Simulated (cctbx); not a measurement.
# Diagnosing a refinement

Cell a = 12.3670 Å, b = 12.3670 Å, c = 12.3670 Å, α = 90.00°, β = 90.00°, γ = 90.00°; space group Fd-3m (no. 227, origin choice 1).

Simulated single-crystal data (cctbx): Cu Kα, λ = 1.54184 Å, to d = 0.8 Å, 95 % of the full sphere, strongest reflection 20000 counts, noise from counting, a 2 % proportional error and a noise floor of 2 counts (s.d.); no absorption, and some extinction, which the refinements don't model.

An anisotropic refinement with weights 1/σ² prints:

```text
Rint 0.027, 118 unique reflections to 0.81 A
cycle     R1     wR2    GooF  max shift (A)
   1  0.2364  0.4518  45.109   0.00189
   2  0.1477  0.2843  28.385   0.00011
final R1 0.1477 wR2 0.2843 GooF 28.384  parameters 9  data/parameter 13.1
atom        x        y        z      Ueq    occ   su(xyz)  su(Uiso or U11)
Sb1    0.12500  0.62500  0.12500   0.0038  1.000  0.00000  0.0017  NPD
S1     0.12500  0.12500  0.12500  -0.0012  1.000  0.00000  0.0028  NPD
S2     0.50000  0.00000  0.50000   0.0121  1.000  0.00000  0.0054
Co1    0.45374  0.75000  0.25000   0.0361  1.000  0.00100  0.0064
difference map: max 19.06 min -3.58 rms 1.69
Q1    0.1250  0.1250  0.1250   16   19.06  0.00 A from S1
Q2    0.1250  0.1250  0.6250   16   17.69  0.00 A from Sb1
Q3    0.0209  0.0209  0.0209   32    1.51  0.45 A from S2
Q4    0.0000  0.0000  0.3949   48    1.25  1.22 A from Co1
Q5    0.0570  0.0570  0.5570   32    1.19  1.46 A from Sb1
Q6    0.0399  0.0916  0.7008  192    1.15  1.24 A from Co1
```

Q: Accept it or mend it, and why?

Mend it. The fault: elements exchanged: Co1 is S and S1 is Co. Against the right model at the same level, R1 goes from 0.0057 to 0.1477 and GooF from 1.18 to 28.38, U of S1 shrinks from 0.0230 to -0.0012 Å², U of Sb1 shrinks from 0.0145 to 0.0038 Å², the top difference peak, 19.1 e/Å³, lies on S1 and Sb1 and S1 go non-positive-definite. Co1 has 11 electrons too many and its U swells to shed them, as expected; S1 has 11 electrons too few and its U shrinks to make up, as expected.

The compound is Co2Sb2S7. The right model at the same level gives:

```text
Rint 0.027, 118 unique reflections to 0.81 A
cycle     R1     wR2    GooF  max shift (A)
   1  0.0242  0.0601   6.003   0.00136
   2  0.0057  0.0118   1.175   0.00000
final R1 0.0057 wR2 0.0118 GooF 1.175  parameters 9  data/parameter 13.1
atom        x        y        z      Ueq    occ   su(xyz)  su(Uiso or U11)
Sb1    0.12500  0.62500  0.12500   0.0145  1.000  0.00000  0.0001
Co1    0.12500  0.12500  0.12500   0.0230  1.000  0.00000  0.0001
S1     0.50000  0.00000  0.50000   0.0272  1.000  0.00000  0.0002
S2     0.45369  0.75000  0.25000   0.0264  1.000  0.00004  0.0002
difference map: max 0.21 min -0.28 rms 0.05
Q1    0.0774  0.0774  0.4226   32    0.21  2.07 A from S2
Q2    0.0299  0.0299  0.6478   96    0.13  0.87 A from S2
Q3    0.0407  0.0407  0.4593   32    0.11  2.14 A from S2
Q4    0.0331  0.0331  0.9090   96    0.11  1.27 A from S1
Q5    0.0552  0.0552  0.1220   96    0.11  1.22 A from Co1
Q6    0.0000  0.0000  0.1504   48    0.10  1.80 A from S2
```

The model was made for the exercise: a known structure type with other elements put in, its volume estimated, not relaxed; displacement parameters are assumed.

[Middle refinement cycles are left out of these outputs.]

[Logs are printed without paths, hosts, clocks, repeated set-up lines and the standing remarks that a program may print on its own settings, such as how far it seeks lower states.]
